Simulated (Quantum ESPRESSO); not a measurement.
# Magnetic state of MnPSe3 from several starts

Aim: find out which collinear order of MnPSe3 costs least.

Calculated with Quantum ESPRESSO 7.5; PBEsol with U = 4 eV on Mn d (ortho-atomic projectors); plane waves with GBRV 1.5 PBEsol potentials, no spin-orbit coupling.

**What experiment says.**

“Local spin structure in the layered van der Waals materials MnPSxSe3-x” (2024, arxiv:2404.02328) reports for MnPSe3, layered rhombohedral, by neutron magnetic PDF (polycrystalline, solid-state reaction, 15 K): moment (ordered moment per Mn) 4.666 ± 0.149 μB [moment from magnetic PDF fit on powder].

### 1. The starting structure

Symmetry: R-3, No. 148, trigonal system. The conventional cell has a = 6.400 Å, b = 6.400 Å, c = 20.716 Å, α = 90.00°, β = 90.00°, γ = 120.00°. Nearest to Mn lie 6 Se at 2.73 to 2.74 Å. Nearest to P lie 3 Se at 2.19 Å and 1 P at 2.22 Å. Se has 1 P at 2.19 Å and 2 Mn at 2.73 to 2.74 Å nearest. Farther neighbours and most contacts between anions are not listed.

The cell comes from Materials Project 2023-11-01, a database of computed structures, and need not be the stable phase.

### 2. Start 1: ferro ++

The signs are those of the starting moments on the seeded atoms, the atoms that are given a moment.

pw.in

```
&CONTROL
  calculation = 'scf'
  prefix = 'pwscf'
  outdir = './tmp'
  pseudo_dir = './pseudo'
  disk_io = 'nowf'
/
&SYSTEM
  ibrav = 0
  celldm(1) = 8
  nat = 10
  ntyp = 3
  ecutwfc = 40
  ecutrho = 280
  nbnd = 56
  occupations = 'smearing'
  smearing = 'fd'
  degauss = 0.00367493
  nspin = 2
  starting_magnetization(1) = 0.3
  starting_magnetization(2) = 0
  starting_magnetization(3) = 0
/
&ELECTRONS
  conv_thr = 2d-08
  electron_maxstep = 150
  mixing_beta = 0.3
/
ATOMIC_SPECIES
Mn     54.9380 mn_pbesol_v1.5.uspp.F.UPF
P      30.9738 p_pbesol_v1.5.uspp.F.UPF
Se     78.9710 se_pbesol_v1.uspp.F.UPF
CELL_PARAMETERS alat
   0.7558385856790    0.4363836109003    1.6311873965189
  -0.7558385856790    0.4363836109003    1.6311873965189
   0.0000000000000   -0.8727672218006    1.6311873965189
ATOMIC_POSITIONS crystal
Mn      0.8323828600    0.8323828600    0.8323828600
Mn      0.1676171400    0.1676171400    0.1676171400
P       0.5535793900    0.5535793900    0.5535793900
P       0.4464206100    0.4464206100    0.4464206100
Se      0.4151439300    0.7494138000    0.0889330100
Se      0.0889330100    0.4151439300    0.7494138000
Se      0.7494138000    0.0889330100    0.4151439300
Se      0.5848560700    0.2505862000    0.9110669900
Se      0.9110669900    0.5848560700    0.2505862000
Se      0.2505862000    0.9110669900    0.5848560700
K_POINTS automatic
4 4 4 0 0 0
HUBBARD {ortho-atomic}
U Mn-3d 4.0000
```

Launch:

```sh
$ OMP_NUM_THREADS=1 mpirun -n 4 pw.x -nk 4 -in pw.in > pw.out
```

What it wrote:

```text
Program PWSCF v.7.5 starts

     Message from routine setup:
     using ibrav=0 with symmetry is DISCOURAGED, use correct ibrav instead

     K-points division:     npool     =       4
     Subspace diagonalization in iterative solution of the eigenvalue problem:

     G-vector sticks info
     --------------------
     sticks:   dense  smooth     PW     G-vecs:    dense   smooth      PW
     Sum        3655    2079    593               130893    56513    8723

     Using Slab Decomposition

     bravais-lattice index     =            0
     lattice parameter (alat)  =       8.0000  a.u.
     unit-cell volume          =    1652.8086 (a.u.)^3
     number of atoms/cell      =           10
     number of atomic types    =            3
     number of electrons       =        76.00
     number of Kohn-Sham states=           56
     kinetic-energy cutoff     =      40.0000  Ry
     charge density cutoff     =     280.0000  Ry
     scf convergence threshold =      2.0E-08
     mixing beta               =       0.3000
     number of iterations used =            8  plain     mixing
     Exchange-correlation= SLA  PW   PSX  PSC
                           (   1   4  10   8   0   0   0)
     Hubbard projectors: ortho-atomic
     Hubbard parameters of DFT+U (Dudarev formulation) in eV:
     U(Mn-3d) =  4.0000

     Internal variables: lda_plus_u =T, lda_plus_u_kind = 0

     Internal variables: orbital_resolved =F, hub_pot_fix =F, apply_U = F

     celldm(1)=   8.000000  celldm(2)=   0.000000  celldm(3)=   0.000000
     celldm(4)=   0.000000  celldm(5)=   0.000000  celldm(6)=   0.000000

     crystal axes: (cart. coord. in units of alat)
               a(1) = (   0.755839   0.436384   1.631187 )
               a(2) = (  -0.755839   0.436384   1.631187 )
               a(3) = (   0.000000  -0.872767   1.631187 )

     reciprocal axes: (cart. coord. in units 2 pi/alat)
               b(1) = (  0.661517  0.381927  0.204350 )
               b(2) = ( -0.661517  0.381927  0.204350 )
               b(3) = (  0.000000 -0.763854  0.204350 )

     PseudoPot. # 1 for Mn read from file:
     mn_pbesol_v1.5.uspp.F.UPF
     Pseudo is Ultrasoft + core correction, Zval = 15.0
     Generated by new atomic code, or converted to UPF format
     Using radial grid of  859 points,  6 beta functions with:
                l(1) =   0
                l(2) =   0
                l(3) =   1
                l(4) =   1
                l(5) =   2
                l(6) =   2
     Q(r) pseudized with  8 coefficients,  rinner =    0.950   0.950   0.950
                                                       0.950   0.950

     PseudoPot. # 2 for P  read from file:
     p_pbesol_v1.5.uspp.F.UPF
     Pseudo is Ultrasoft + core correction, Zval =  5.0
     Generated by new atomic code, or converted to UPF format
     Using radial grid of  903 points,  6 beta functions with:
                l(1) =   0
                l(2) =   0
                l(3) =   1
                l(4) =   1
                l(5) =   2
                l(6) =   2
     Q(r) pseudized with  8 coefficients,  rinner =    1.300   1.300   1.300
                                                       1.300   1.300

     PseudoPot. # 3 for Se read from file:
     se_pbesol_v1.uspp.F.UPF
     Pseudo is Ultrasoft + core correction, Zval =  6.0
     Generated by new atomic code, or converted to UPF format
     Using radial grid of  877 points,  6 beta functions with:
                l(1) =   0
                l(2) =   0
                l(3) =   1
                l(4) =   1
                l(5) =   2
                l(6) =   2
     Q(r) pseudized with  8 coefficients,  rinner =    1.300   1.300   1.300
                                                       1.300   1.300

     atomic species   valence    mass     pseudopotential
     Mn               15.00    54.93800     Mn( 1.00)
     P                 5.00    30.97380     P ( 1.00)
     Se                6.00    78.97100     Se( 1.00)

     Starting magnetic structure
     atomic species   magnetization
     Mn              0.300
     P               0.000
     Se              0.000

      6 Sym. Ops., with inversion, found

   Cartesian axes

     site n.     atom                  positions (alat units)
         1        Mn     tau(   1) = (  -0.0000000  -0.0000000   4.0733173  )
         2        Mn     tau(   2) = (   0.0000000   0.0000000   0.8202449  )
         3        P      tau(   3) = (  -0.0000000  -0.0000000   2.7089752  )
         4        P      tau(   4) = (   0.0000000   0.0000000   2.1845870  )
         5        Se     tau(   5) = (  -0.2526541   0.4305761   2.0446783  )
         6        Se     tau(   6) = (  -0.2465628  -0.4340929   2.0446783  )
         7        Se     tau(   7) = (   0.4992169   0.0035168   2.0446783  )
         8        Se     tau(   8) = (   0.2526541  -0.4305761   2.8488839  )
         9        Se     tau(   9) = (   0.2465628   0.4340929   2.8488839  )
        10        Se     tau(  10) = (  -0.4992169  -0.0035168   2.8488839  )

     number of k points=    14  Fermi-Dirac smearing, width (Ry)=  0.0037
                       cart. coord. in units 2pi/alat
        k(    1) = (   0.0000000   0.0000000   0.0000000), wk =   0.0156250
        k(    2) = (   0.0000000  -0.1909635   0.0510875), wk =   0.0937500
        k(    3) = (   0.0000000   0.3819270  -0.1021751), wk =   0.0468750
        k(    4) = (  -0.1653792  -0.0954817   0.1021751), wk =   0.0937500
        k(    5) = (  -0.1653792   0.4774087  -0.0510875), wk =   0.0937500
        [... 9 further k-points ...]

     Dense  grid:   130893 G-vectors     FFT dimensions: (  80,  80,  80)

     Smooth grid:    56513 G-vectors     FFT dimensions: (  60,  60,  60)

     Check: negative core charge=   -0.000012
     Generating pointlists ...
     new r_m :   0.2665 (alat units)  2.1318 (a.u.) for type    1
     new r_m :   0.2139 (alat units)  1.7109 (a.u.) for type    2
     new r_m :   0.2139 (alat units)  1.7109 (a.u.) for type    3

     Initial potential from superposition of free atoms

     starting charge      74.9991, renormalised to      76.0000

     STARTING HUBBARD OCCUPATIONS:

     =================== HUBBARD OCCUPATIONS ===================
     ------------------------ ATOM    1 ------------------------
     Tr[ns(  1)] (up, down, total) =   5.00000  0.00000  5.00000
     Atomic magnetic moment for atom   1 =   5.00000
     [... lines left out ...]
     ------------------------ ATOM    2 ------------------------
     Tr[ns(  2)] (up, down, total) =   5.00000  0.00000  5.00000
     Atomic magnetic moment for atom   2 =   5.00000
     [... lines left out ...]
     Number of occupied Hubbard levels =   10.0000

     Atomic wfc used for Hubbard projectors are orthogonalized

     Starting wfcs are   58 randomized atomic wfcs

     Self-consistent Calculation

     iteration #  1     ecut=    40.00 Ry     beta= 0.30
     Davidson diagonalization with overlap
     ethr =  1.00E-02,  avg # of iterations =  4.6

     =================== HUBBARD OCCUPATIONS ===================
     ------------------------ ATOM    1 ------------------------
     Tr[ns(  1)] (up, down, total) =   4.95372  0.21932  5.17304
     Atomic magnetic moment for atom   1 =   4.73440
     [... lines left out ...]
     ------------------------ ATOM    2 ------------------------
     Tr[ns(  2)] (up, down, total) =   4.95372  0.21932  5.17304
     Atomic magnetic moment for atom   2 =   4.73440
     [... lines left out ...]
     Number of occupied Hubbard levels =   10.3461

     Threshold (ethr) on eigenvalues was too large:
     Diagonalizing with lowered threshold

     Davidson diagonalization with overlap
     ethr =  4.89E-04,  avg # of iterations =  2.5

     total energy              =    -712.91976324 Ry
     estimated scf accuracy    <       0.37981594 Ry

     total magnetization       =    10.00 Bohr mag/cell
     absolute magnetization    =    10.00 Bohr mag/cell

     iteration #  2     ecut=    40.00 Ry     beta= 0.30
     Davidson diagonalization with overlap
     ethr =  5.00E-04,  avg # of iterations =  2.8

     total energy              =    -712.96479455 Ry
     estimated scf accuracy    <       0.07643206 Ry

     total magnetization       =    10.00 Bohr mag/cell
     absolute magnetization    =    10.00 Bohr mag/cell

     iteration #  3     ecut=    40.00 Ry     beta= 0.30
     Davidson diagonalization with overlap
     ethr =  1.01E-04,  avg # of iterations =  6.1

     total energy              =    -712.97495078 Ry
     estimated scf accuracy    <       0.02485378 Ry

     total magnetization       =    10.00 Bohr mag/cell
     absolute magnetization    =    10.00 Bohr mag/cell

     [... further iterations left out ...]

     iteration #  8     ecut=    40.00 Ry     beta= 0.30
     Davidson diagonalization with overlap
     ethr =  1.31E-08,  avg # of iterations =  5.2

     negative rho (up, down):  0.000E+00 3.895E-04

     total energy              =    -712.97896774 Ry
     estimated scf accuracy    <       0.00000120 Ry

     total magnetization       =    10.00 Bohr mag/cell
     absolute magnetization    =    10.02 Bohr mag/cell

     iteration #  9     ecut=    40.00 Ry     beta= 0.30
     Davidson diagonalization with overlap
     ethr =  1.58E-09,  avg # of iterations =  4.4

     negative rho (up, down):  0.000E+00 3.902E-04

     total energy              =    -712.97896873 Ry
     estimated scf accuracy    <       0.00000010 Ry

     total magnetization       =    10.00 Bohr mag/cell
     absolute magnetization    =    10.02 Bohr mag/cell

     iteration # 10     ecut=    40.00 Ry     beta= 0.30
     Davidson diagonalization with overlap
     ethr =  1.37E-10,  avg # of iterations =  5.4

     negative rho (up, down):  0.000E+00 3.893E-04

     total energy              =    -712.97896888 Ry
     estimated scf accuracy    <       0.00000004 Ry

     total magnetization       =    10.00 Bohr mag/cell
     absolute magnetization    =    10.02 Bohr mag/cell

     iteration # 11     ecut=    40.00 Ry     beta= 0.30
     Davidson diagonalization with overlap
     ethr =  5.64E-11,  avg # of iterations =  2.5

     negative rho (up, down):  0.000E+00 3.885E-04

     Magnetic moment per site  (integrated on atomic sphere of radius R)
     atom   1 (R=0.266)  charge= 13.3303  magn=  4.5139
     atom   2 (R=0.266)  charge= 13.3303  magn=  4.5139
     atom   3 (R=0.214)  charge=  2.4231  magn=  0.0232
     atom   4 (R=0.214)  charge=  2.4231  magn=  0.0232
     atom   5 (R=0.214)  charge=  2.8554  magn=  0.0196
     atom   6 (R=0.214)  charge=  2.8554  magn=  0.0196
     atom   7 (R=0.214)  charge=  2.8554  magn=  0.0196
     atom   8 (R=0.214)  charge=  2.8554  magn=  0.0196
     atom   9 (R=0.214)  charge=  2.8554  magn=  0.0196
     atom  10 (R=0.214)  charge=  2.8554  magn=  0.0196

     End of self-consistent calculation

     =================== HUBBARD OCCUPATIONS ===================
     ------------------------ ATOM    1 ------------------------
     Tr[ns(  1)] (up, down, total) =   4.97299  0.28403  5.25703
     Atomic magnetic moment for atom   1 =   4.68896
     [... lines left out ...]
     ------------------------ ATOM    2 ------------------------
     Tr[ns(  2)] (up, down, total) =   4.97299  0.28403  5.25703
     Atomic magnetic moment for atom   2 =   4.68896
     [... lines left out ...]
     Number of occupied Hubbard levels =   10.5141

     [... lines left out ...]
     the Fermi energy is     6.2313 ev

!    total energy              =    -712.97896894 Ry
     estimated scf accuracy    <          1.4E-09 Ry
     smearing contrib. (-TS)   =      -0.00000008 Ry
     internal energy E=F+TS    =    -712.97896886 Ry

     The total energy is F=E-TS. E is the sum of the following terms:
     one-electron contribution =    -419.01492109 Ry
     hartree contribution      =     234.72973077 Ry
     xc contribution           =    -241.14171118 Ry
     ewald contribution        =    -287.63543628 Ry
     Hubbard energy            =       0.08336892 Ry

     total magnetization       =    10.00 Bohr mag/cell
     absolute magnetization    =    10.02 Bohr mag/cell

     convergence has been achieved in  11 iterations

=------------------------------------------------------------------------------=
   JOB DONE.
=------------------------------------------------------------------------------=
```

The job ended after 100 s (4 MPI ranks of Arm Neoverse V2, shared host; peak memory 1.3 GiB).

Spin moment in the atom's sphere by atom:

| atom | spin moment in the atom's sphere (μB) |
| --- | --- |
| Mn1 | 4.51 |
| Mn2 | 4.51 |
| P3 | 0.02 |
| P4 | 0.02 |
| Se5 | 0.02 |
| Se6 | 0.02 |
| Se7 | 0.02 |
| Se8 | 0.02 |
| Se9 | 0.02 |
| Se10 | 0.02 |

Read from the output:

| Item | Value |
| --- | --- |
| smearing term TS | 1.02e-6 eV |
| magnetization | 10 μB |
| absolute magnetization | 10.02 μB |
| final state | ferromagnetic |

(Continued in part 2 of 2.)

[Logs and program files are shortened in this print: banners, set-up blocks, solver, clock and traceback lines can be left out without a mark of their own.]

[Logs are printed without paths, hosts, clocks, repeated set-up lines and the standing remarks that a program may print on its own settings, such as how far it seeks lower states.]

[Hosts, paths, dates, database ids (printed as entryN), source tags and the programs' standing remarks are cut or masked in the printed files.]

[Where a cell is said to come from a database of computed structures, the database is the Materials Project.]
